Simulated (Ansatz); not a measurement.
## Free carriers and the phonons of SnSe2 (P-3m1)

Aim: how far do free carriers move the optical modes of SnSe2 (P-3m1)?

Method: DFT PBE+D3(BJ), scalar-relativistic, plane waves, PAW; PAW set soft_1, in Ansatz 0.2.0.

Most raw output is cut from this account.

**1. The starting structure**

The structure is trigonal, space group P-3m1 (No. 164). The conventional cell has a = 3.811 Å, b = 3.811 Å, c = 6.136 Å, α = 90.00°, β = 90.00°, γ = 120.00°. Nearest to Se lie 3 Sn at 2.68 Å. Nearest to Sn lie 6 Se at 2.68 Å. Farther neighbours and most contacts between anions are not listed.

**2. A rough relaxation first**

The start is far from rest, so a relaxation with loose tolerances brings it close first.

input.yaml reads:

```yaml
crystal:
  lattice:
    - [3.811, 0.0, 0.0]
    - [-1.9055, 3.3004228138, 0.0]
    - [0.0, 0.0, 6.136]
  atoms:
    - { symbol: Se, position: [0.33333333, 0.66666667, 0.249] }
    - { symbol: Se, position: [0.66666667, 0.33333333, 0.751] }
    - { symbol: Sn, position: [0.0, 0.0, 0.0] }
kpoints:
  mp_grid: { grid: [6, 6, 4] }
hamiltonian:
  xc: pbe
  dispersion: d3bj
  pseudopotentials: { kind: paw, azcp: { folder: soft_1 } }
scf:
  occupations: { method: gaussian, width: 0.1 }
output:
  forces: true
  stress: true
  eigenvalues: true
relax:
  adjacent_minimum: "off"
  f_tol: 0.05
  max_steps: 80
  cell: { stress_tol: 0.5 }
```

The run is started by

```bash
> ansatz run input.yaml --threads 4 --pin off --max-ram 16384MiB --backend cpu --events-out ev --progress --plain --runs-dir out
```

Wall time 3.9 s (4 threads of Arm Neoverse V2, shared host); peak memory 0.4 GiB.

The steps of the relaxation:

| step | energy less that of the first step (eV) | largest force component (eV/Å) | pressure (GPa) | volume (Å³) |
| --- | --- | --- | --- | --- |
| 1 | 0.0000 | 0.7909 | 3.25 | 77.18 |
| 2 | 0.0878 | 1.0504 | -3.24 | 77.53 |
| 3 | -0.0627 | 0.0891 | -0.43 | 77.44 |
| 4 | -0.0641 | 0.0117 | -0.01 | 76.91 |
| 5* | -0.0641 | 0.0117 | -0.01 | 76.91 |

Relaxation steps marked * repeat the geometry before them on a plane-wave basis chosen anew for their cell, so energy and pressure can jump there. Relaxation step 2 was tried and not accepted.

Forces are held to the 12 operations that the run works with; a distortion that breaks them can't arise in this run.

| conventional cell, symmetrised | before | after | change |
| --- | --- | --- | --- |
| a (Å) | 3.811 | 3.839 | +0.7 % |
| b (Å) | 3.811 | 3.839 | +0.7 % |
| c (Å) | 6.136 | 6.027 | -1.8 % |
| volume (Å³/atom) | 25.73 | 25.64 | -0.3 % |

The atoms that moved most (Å, as changes of fractional coordinates times the final cell):

| atom | dx | dy | dz | length |
| --- | --- | --- | --- | --- |
| Se2 | 0.000 | 0.000 | -0.094 | 0.094 |
| Se1 | 0.000 | 0.000 | 0.094 | 0.094 |

The relaxed structure:

```xyz
3
Lattice="3.8387 0.0000 0.0000 -1.9194 3.3244 0.0000 0.0000 0.0000 6.0267" Properties=species:S:1:pos:R:3 pbc="T T T"
Se    0.0000    2.2163    1.5943
Se    1.9194    1.1081    4.4324
Sn    0.0000    0.0000    0.0000
```

Numbers from this step:

* pressure: -0.01216 GPa
* volume per atom: 25.64 Å³
* gap on the k-mesh: 0.6504 eV

In this step the volume went from 25.73 to 25.64 Å³/atom.

**3. Bringing the structure to rest**

Harmonic phonons are second derivatives at a point where the forces vanish, and they are wanted at zero stress, so atoms and cell are relaxed first.

input.yaml reads:

```yaml
crystal:
  lattice:
    - [3.8387438957, 0.0, 0.0]
    - [-1.9193719479, 3.3244497323, 0.0]
    - [0.0, 0.0, 6.0267431887]
  atoms:
    - { symbol: Se, position: [0.3333333333, 0.6666666667, 0.2645396747] }
    - { symbol: Se, position: [0.6666666667, 0.3333333333, 0.7354603253] }
    - { symbol: Sn, position: [0.0, 0.0, 0.0] }
kpoints:
  mp_grid: { grid: [9, 9, 6] }
hamiltonian:
  xc: pbe
  dispersion: d3bj
  pseudopotentials: { kind: paw, azcp: { folder: soft_1 } }
scf:
  occupations: { method: gaussian, width: 0.02 }
output:
  forces: true
  stress: true
  eigenvalues: true
  write_density: true
  write_potential: true
  elf: true
  volumetric_format: npy
relax:
  adjacent_minimum: "off"
  f_tol: 0.005
  max_steps: 80
  cell: { stress_tol: 0.05 }
```

The job ended after 5.5 s (4 threads; peak memory 0.46 GiB).

Relaxation path:

| step | energy less that of the first step (eV) | largest force component (eV/Å) | pressure (GPa) | volume (Å³) |
| --- | --- | --- | --- | --- |
| 1 | 0.0000 | 0.0010 | -0.04 | 76.91 |
| 2 | -0.0001 | 0.0024 | 0.02 | 76.73 |
| 3* | 0.0000 | 0.0024 | 0.02 | 76.73 |

Relaxation steps marked * repeat the geometry before them on a plane-wave basis chosen anew for their cell, so energy and pressure can jump there.

Forces are held to the 12 operations that the run works with; a distortion that breaks them can't arise in this run.

| conventional cell, symmetrised | before | after | change |
| --- | --- | --- | --- |
| a (Å) | 3.839 | 3.838 | -0.0 % |
| b (Å) | 3.839 | 3.838 | -0.0 % |
| c (Å) | 6.027 | 6.014 | -0.2 % |
| volume (Å³/atom) | 25.64 | 25.58 | -0.2 % |

Final coordinates:

```xyz
3
Lattice="3.8381 0.0000 0.0000 -1.9191 3.3239 0.0000 0.0000 0.0000 6.0141" Properties=species:S:1:pos:R:3 pbc="T T T"
Se    0.0000    2.2160    1.5942
Se    1.9191    1.1080    4.4199
Sn    0.0000    0.0000    0.0000
```

This step gave:

| Property | Result |
| --- | --- |
| pressure | 0.01697 GPa |
| gap on the k-mesh | 0.3878 eV |
| volume per atom | 25.58 Å³ |

Valence density in the ac plane at fractional y = 0.333, with atoms of Se within 0.2 Å of it. It is the smooth field of the valence electrons, not physical close to the nuclei.

Ten steps, logarithmic in the rise over the least value, from '_' (0 e/Å³) to '@' (45 e/Å³), each cell a mean:
```
____________________________
______________............__
____________....::::::::....
__________....::==++==--....
__________....==##@@%%++::..
__________..::==##@@@@++::..
____________..--++##**==::..
____________..::::----::..__
______________..........____
____________________________
____________________________
____________________________
____________________________
____________________________
__......____________________
__........__________________
__........__________________
__........__________________
__......____________________
__......____________________
__......____________________
```
Columns run along a (3.8 Å), rows up along c (6.0 Å). Atoms in or near the plane, at fractional coordinates: Se at (0.67, 0.73).

ELF in the ac plane at fractional y = 0.333, with atoms of Se within 0.2 Å of it. It is the smooth field of the valence electrons, not physical close to the nuclei.

Ten even steps from '_' (0.02) to '@' (0.85), each cell a mean:
```
::::::::::----==++++++====--
--::::::--==**##########**++
==--::::==**%%%%%%##%%%%%%##
++--::::==##%%%%**++**%%%%%%
**--..::++%%%%##==..::**%%%%
**::__..++%%@@##--..::**%%%%
++::__..==%%@@%%**++**%%@@%%
==..____--##@@@@@@@@@@@@@@%%
::______..==##@@@@@@@@@@%%**
__________..==##%%@@%%##++::
__......____..::==++==--..__
::==++==--..______..________
++**####++--..____________::
**%%%%%%##++::__________..==
##%%%%%%##++--..________::==
##%%%%%%##**--..________::++
##%%%%%%##++--..________::==
**######**==::__________..--
==++++++==--::__________..::
----------::..__________..::
::::::::::::::....::....::::
```
Columns run along a (3.8 Å), rows up along c (6.0 Å). Atoms in or near the plane, at fractional coordinates: Se at (0.67, 0.73).

Electrostatic potential energy in the ac plane at fractional y = 0.333, with atoms of Se within 0.2 Å of it. With pseudopotentials it is smooth inside the atoms' cores, unlike the true potential.

Ten even steps from '_' (-9 eV) to '@' (13 eV), each cell a mean:
```
**++====**##%%%%%%%%%%%%%%##
##**++****######**++++**####
############**--______::++##
%%%%%%%%%%##==__..--::__::**
%%%%@@@@%%**....##@@@@--__++
%%@@@@@@%%**....%%@@@@==__==
%%@@@@@@@@##--__==%%**....**
@@@@@@@@@@%%**..__..____==##
@@@@@@@@@@@@%%**==----++##%%
@@@@@@@@@@@@@@%%%%%%%%%%@@@@
@@@@@@@@@@@@@@@@@@@@@@@@@@@@
@@@@@@@@@@@@@@@@@@@@@@@@@@@@
@@%%%%%%@@@@@@@@@@@@@@@@@@@@
%%%%####%%@@@@@@@@@@@@@@@@@@
%%##****##%%@@@@@@@@@@@@@@%%
##******##%%@@@@@@@@@@@@@@%%
####****##%%%%@@@@@@@@@@@@%%
####****##%%%%@@@@@@@@@@%%%%
##******####%%@@@@@@@@@@%%%%
**++==++**##%%%%@@@@@@%%%%##
**==--==++##%%%%@@@@@@%%%%##
```
Columns run along a (3.8 Å; values clipped at the 3rd and 97th percentile), rows up along c (6.0 Å). Atoms in or near the plane, at fractional coordinates: Se at (0.67, 0.73).

In this step the volume went from 25.64 to 25.58 Å³/atom.

**4. Relaxation**

The relaxation is repeated from its end, on the mesh and smearing that suit the cell and gap now reached.

input.yaml, the sections that differ from step 3:

```yaml
crystal:
  lattice:
    - [3.8381424236, 0.0, 0.0]
    - [-1.9190712118, 3.3239288422, 0.0]
    - [0.0, 0.0, 6.0140770566]
  atoms:
    - { symbol: Se, position: [0.3333333333, 0.6666666667, 0.2650822181] }
    - { symbol: Se, position: [0.6666666667, 0.3333333333, 0.7349177819] }
    - { symbol: Sn, position: [0.0, 0.0, 0.0] }
kpoints:
  mp_grid: { grid: [12, 12, 6] }
output:
  forces: true
  stress: true
  eigenvalues: true
# hamiltonian, scf, relax: as in step 3
```

The job ended after 5.7 s (4 threads; peak memory 0.5 GiB; 22 s of CPU time).

Little changed from the start: no atom moved by 0.005 Å and no cell edge by 0.1 %.

This step gave:

```
pressure          : 0.01538 GPa
gap on the k-mesh : 0.3524 eV
```

In this step the volume went from 25.58 to 25.58 Å³/atom.

**5. Tight relaxation**

Phonons need small forces and stress, so the relaxation is finished with tight tolerances on 12×12×6 k points.

input.yaml, the sections that differ from step 4:

```yaml
scf:
  occupations: { method: fixed }
output:
  forces: true
  stress: true
  eigenvalues: true
  write_density: true
  write_potential: true
  elf: true
  volumetric_format: npy
relax:
  adjacent_minimum: "off"
  f_tol: 0.001
  max_steps: 60
  cell: { stress_tol: 0.01 }
# crystal, kpoints, hamiltonian: as in step 4
```

Elapsed: 13 s, on 4 threads; peak memory 0.5 GiB.

Little changed from the start: no atom moved by 0.005 Å and no cell edge by 0.1 %.

Numbers from this step:

- pressure: -0.002657 GPa
- gap on the k-mesh: 0.3468 eV
- volume per atom: 25.57 Å³

Valence density in the ac plane at fractional y = 0.000, with atoms of Sn within 0.2 Å of it. It is the smooth field of the valence electrons, not physical close to the nuclei.

Values in e/Å³, 21 rows by 14 columns, each cell a mean:
```
10  7  3  1  0  0  0  0  0  0  0  1  4  8
 5  4  2  1  0  0  0  0  0  0  0  1  2  4
 1  1  0  0  0  0  0  0  0  0  0  0  1  1
 0  0  0  0  0  0  0  0  0  0  0  0  0  0
 0  0  0  0  0  0  0  0  0  0  0  0  0  0
 0  0  0  0  0  0  0  0  0  0  0  0  0  0
 0  0  0  0  0  0  0  0  0  0  0  0  0  0
 0  0  0  0  0  0  0  0  0  0  0  0  0  0
 0  0  0  0  0  0  0  0  0  0  0  0  0  0
 0  0  0  0  0  0  0  0  0  0  0  0  0  0
 0  0  0  0  0  0  0  0  0  0  0  0  0  0
 0  0  0  0  0  0  0  0  0  0  0  0  0  0
 0  0  0  0  0  0  0  0  0  0  0  0  0  0
 0  0  0  0  0  0  0  0  0  0  0  0  0  0
 0  0  0  0  0  0  0  0  0  0  0  0  0  0
 0  0  0  0  0  0  0  0  0  0  0  0  0  0
 0  0  0  0  0  0  0  0  0  0  0  0  0  0
 1  1  0  0  0  0  0  0  0  0  0  0  0  1
 3  2  1  0  0  0  0  0  0  0  0  1  1  3
 9  6  3  1  0  0  0  0  0  0  0  1  4  7
12  9  4  1  0  0  0  0  0  0  0  2  5 10
```
Columns run along a (3.8 Å), rows up along c (6.0 Å). Atoms in or near the plane, at fractional coordinates: Sn at (0.00, 0.00).

ELF in the ac plane at fractional y = 0.000, with atoms of Sn within 0.2 Å of it. It is the smooth field of the valence electrons, not physical close to the nuclei.

Values, 21 rows by 14 columns, each cell a mean:
```
0.00 0.02 0.14 0.25 0.26 0.25 0.19 0.17 0.20 0.26 0.26 0.23 0.09 0.01
0.06 0.11 0.21 0.27 0.30 0.34 0.31 0.30 0.32 0.33 0.29 0.26 0.18 0.09
0.23 0.24 0.27 0.31 0.41 0.50 0.51 0.51 0.51 0.48 0.38 0.29 0.26 0.24
0.25 0.25 0.28 0.37 0.51 0.60 0.63 0.63 0.62 0.58 0.47 0.34 0.26 0.25
0.20 0.21 0.27 0.39 0.55 0.66 0.68 0.69 0.68 0.63 0.51 0.35 0.24 0.21
0.11 0.13 0.20 0.35 0.55 0.67 0.70 0.71 0.70 0.64 0.50 0.30 0.16 0.12
0.05 0.06 0.13 0.29 0.50 0.65 0.70 0.71 0.69 0.61 0.44 0.23 0.09 0.05
0.02 0.03 0.08 0.21 0.40 0.56 0.63 0.65 0.62 0.51 0.34 0.16 0.06 0.03
0.01 0.02 0.04 0.10 0.20 0.31 0.37 0.39 0.36 0.28 0.17 0.08 0.03 0.01
0.01 0.01 0.02 0.04 0.07 0.10 0.12 0.13 0.12 0.09 0.06 0.03 0.02 0.01
0.01 0.01 0.02 0.03 0.05 0.08 0.09 0.10 0.09 0.07 0.05 0.03 0.01 0.01
0.01 0.01 0.03 0.08 0.15 0.23 0.28 0.29 0.27 0.20 0.12 0.06 0.02 0.01
0.02 0.02 0.07 0.17 0.33 0.49 0.56 0.58 0.55 0.44 0.29 0.13 0.05 0.02
0.04 0.05 0.11 0.27 0.48 0.64 0.69 0.71 0.68 0.60 0.42 0.21 0.08 0.04
0.08 0.10 0.17 0.33 0.54 0.67 0.71 0.72 0.70 0.63 0.48 0.28 0.14 0.09
0.18 0.19 0.25 0.38 0.55 0.66 0.69 0.70 0.69 0.64 0.51 0.34 0.22 0.18
0.23 0.24 0.28 0.39 0.53 0.63 0.65 0.66 0.65 0.60 0.49 0.35 0.26 0.24
0.24 0.25 0.27 0.33 0.44 0.53 0.55 0.55 0.55 0.51 0.41 0.30 0.26 0.25
0.12 0.17 0.24 0.28 0.34 0.39 0.39 0.38 0.39 0.38 0.32 0.27 0.22 0.15
0.01 0.03 0.15 0.25 0.27 0.26 0.21 0.19 0.23 0.27 0.27 0.24 0.10 0.02
0.00 0.01 0.11 0.24 0.25 0.22 0.15 0.13 0.17 0.24 0.26 0.21 0.06 0.00
```
Columns run along a (3.8 Å), rows up along c (6.0 Å). Atoms in or near the plane, at fractional coordinates: Sn at (0.00, 0.00).

Electrostatic potential energy in the ac plane at fractional y = 0.000, with atoms of Sn within 0.2 Å of it. With pseudopotentials it is smooth inside the atoms' cores, unlike the true potential.

Values in eV, 21 rows by 14 columns, each cell a mean:
```
 12   4 -18 -15   1   8  10  11  10   6  -3 -19 -12   7
 -7 -15 -20  -8   4   9  10  10  10   8   2 -12 -21 -12
-19 -16  -7   3   7   9   9   9   9   9   6   0 -11 -17
 -2   0   4   7   9   9   8   8   8   9   8   6   3  -1
  7   8   9  10   9   8   7   6   7   9  10  10   9   8
 11  11  11  11  10   8   6   6   7   9  10  11  11  11
 12  12  12  12  11   9   8   7   8  10  11  12  12  12
 13  13  13  12  12  11  10   9  10  11  12  12  13  13
 13  13  13  13  12  12  12  11  12  12  13  13  13  13
 13  13  13  13  13  13  12  12  13  13  13  13  13  13
 13  13  13  13  13  13  13  13  13  13  13  13  13  13
 13  13  13  13  13  12  12  12  12  12  13  13  13  13
 13  13  13  12  12  11  10  10  11  11  12  13  13  13
 12  12  12  12  11  10   8   8   9  10  11  12  12  12
 11  11  11  11  10   8   7   6   7   9  11  11  11  11
  9   9  10  10   9   8   6   6   7   9  10  10   9   9
  3   4   6   8   9   8   7   7   8   9   9   8   6   4
-15 -12  -3   4   8   9   9   9   9   9   7   2  -6 -13
-17 -20 -17  -3   5   9  10  10  10   8   4  -8 -20 -19
 10   0 -19 -14   2   8  10  11  10   7  -2 -18 -15   3
 13  10 -14 -17   0   8  10  11  10   6  -4 -19  -6  12
```
Columns run along a (3.8 Å; values clipped at the 3rd and 97th percentile), rows up along c (6.0 Å). Atoms in or near the plane, at fractional coordinates: Sn at (0.00, 0.00).

The largest force component left is 0.30 meV/Å and the pressure is -0.003 GPa, within the tolerances set. The cell now holds 25.57 Å³/atom.

**6. Relaxation of a member: no carriers**

The cell of the neutral crystal is kept with no carriers. The bands are sampled on 26×26×12 points with Fermi-Dirac filling of 0.03 eV.

input.yaml reads:

```yaml
crystal:
  lattice:
    - [3.8396305551, 0.0, 0.0]
    - [-1.9198152775, 3.3252176019, 0.0]
    - [0.0, 0.0, 6.0089591603]
  atoms:
    - { symbol: Se, position: [0.3333333333, 0.6666666667, 0.265205289] }
    - { symbol: Se, position: [0.6666666667, 0.3333333333, 0.734794711] }
    - { symbol: Sn, position: [0.0, 0.0, 0.0] }
kpoints:
  mp_grid: { grid: [26, 26, 12] }
hamiltonian:
  xc: pbe
  dispersion: d3bj
  pseudopotentials: { kind: paw, azcp: { folder: soft_1 } }
scf:
  occupations: { method: fermi_dirac, width: 0.03 }
output:
  forces: true
  stress: true
  eigenvalues: true
relax:
  adjacent_minimum: "off"
  f_tol: 0.001
  max_steps: 60
```

Wall time 64 s (4 threads); peak memory 1.3 GiB.

No atom moved by 0.005 Å in the relaxation.

The largest force component left is 0.013 meV/Å.

**7. Zone-centre modes of the member: no carriers**

The force constants come from the linear response of the density to a displacement.

The zone-centre modes follow for no carriers.

input.yaml, the sections that differ from step 6:

```yaml
crystal:
  lattice:
    - [3.8396305551, 0.0, 0.0]
    - [-1.9198152775, 3.3252176019, 0.0]
    - [0.0, 0.0, 6.0089591603]
  atoms:
    - { symbol: Se, position: [0.3333333333, 0.6666666667, 0.2652308886] }
    - { symbol: Se, position: [0.6666666667, 0.3333333333, 0.7347691114] }
    - { symbol: Sn, position: [0.0, 0.0, 0.0] }
output:
  eigenvalues: true
phonons:
  method: dfpt
# kpoints, hamiltonian, scf: as in step 6
# relax: removed
```

The job ended after 8.7 min (4 threads; peak memory 11 GiB).

Numbers from this step:

```yaml
sum_rule_residual_before_enforcement: 8.07e-5 eV/Å²
point_group: -3m
highest_optical_mode_at_the_zone_centre_no_lo_to_term: 239.8 cm⁻¹
lowest_optical_zone_centre_mode: 123.4 cm⁻¹
```

Without the LO-TO term. Patterns of degenerate modes are one choice out of their space. The modes at Γ (shares of kinetic energy by element, %):

| mode | frequency (cm⁻¹) | symmetry | Se % | Sn % |
| --- | --- | --- | --- | --- |
| 1 | 0.0 | acoustic | 57 | 43 |
| 2 | 0.0 | acoustic | 57 | 43 |
| 3 | 0.0 | acoustic | 57 | 43 |
| 4 | 123.4 | Eg | 100 | 0 |
| 5 | 123.4 | Eg | 100 | 0 |
| 6 | 142.1 | Eu | 43 | 57 |
| 7 | 142.1 | Eu | 43 | 57 |
| 8 | 180.8 | A1g | 100 | 0 |
| 9 | 239.8 | A2u | 43 | 57 |

Displacements in mode 4 (123.4 cm⁻¹), the largest set to 1:
```
Se1 -1.00  0.00  0.00
Se2  1.00  0.00  0.00
Sn3  0.00  0.00  0.00
```

Displacements in mode 8 (180.8 cm⁻¹), the largest set to 1:
```
Se1  0.00  0.00 -1.00
Se2  0.00  0.00  1.00
Sn3  0.00  0.00  0.00
```

Without the LO-TO term the lowest optical mode is real, 123 cm⁻¹, and the highest lies at 239.8 cm⁻¹.

**8. A member of the series: 15 × 10²⁰ holes per cm³**

The cell of the neutral crystal is kept with 15 × 10²⁰ holes per cm³, balanced by a uniform background. The bands are sampled on 26×26×12 points with Fermi-Dirac filling of 0.03 eV.

input.yaml, the sections that differ from step 7:

```yaml
crystal:
  lattice:
    - [3.8396305551, 0.0, 0.0]
    - [-1.9198152775, 3.3252176019, 0.0]
    - [0.0, 0.0, 6.0089591603]
  atoms:
    - { symbol: Se, position: [0.3333333333, 0.6666666667, 0.265205289] }
    - { symbol: Se, position: [0.6666666667, 0.3333333333, 0.734794711] }
    - { symbol: Sn, position: [0.0, 0.0, 0.0] }
total_charge: 0.11508
output:
  forces: true
  stress: true
  eigenvalues: true
relax:
  adjacent_minimum: "off"
  f_tol: 0.001
  max_steps: 60
# kpoints, hamiltonian, scf: as in step 7
# phonons: removed
```

Elapsed: 68 s, on 4 threads; peak memory 1.3 GiB.

[end of part 1 of 2]

[Logs are printed without paths, hosts, clocks, repeated set-up lines and the standing remarks that a program may print on its own settings, such as how far it seeks lower states.]

[Hosts, paths, dates, database ids (printed as entryN), source tags and the programs' standing remarks are cut or masked in the printed files.]
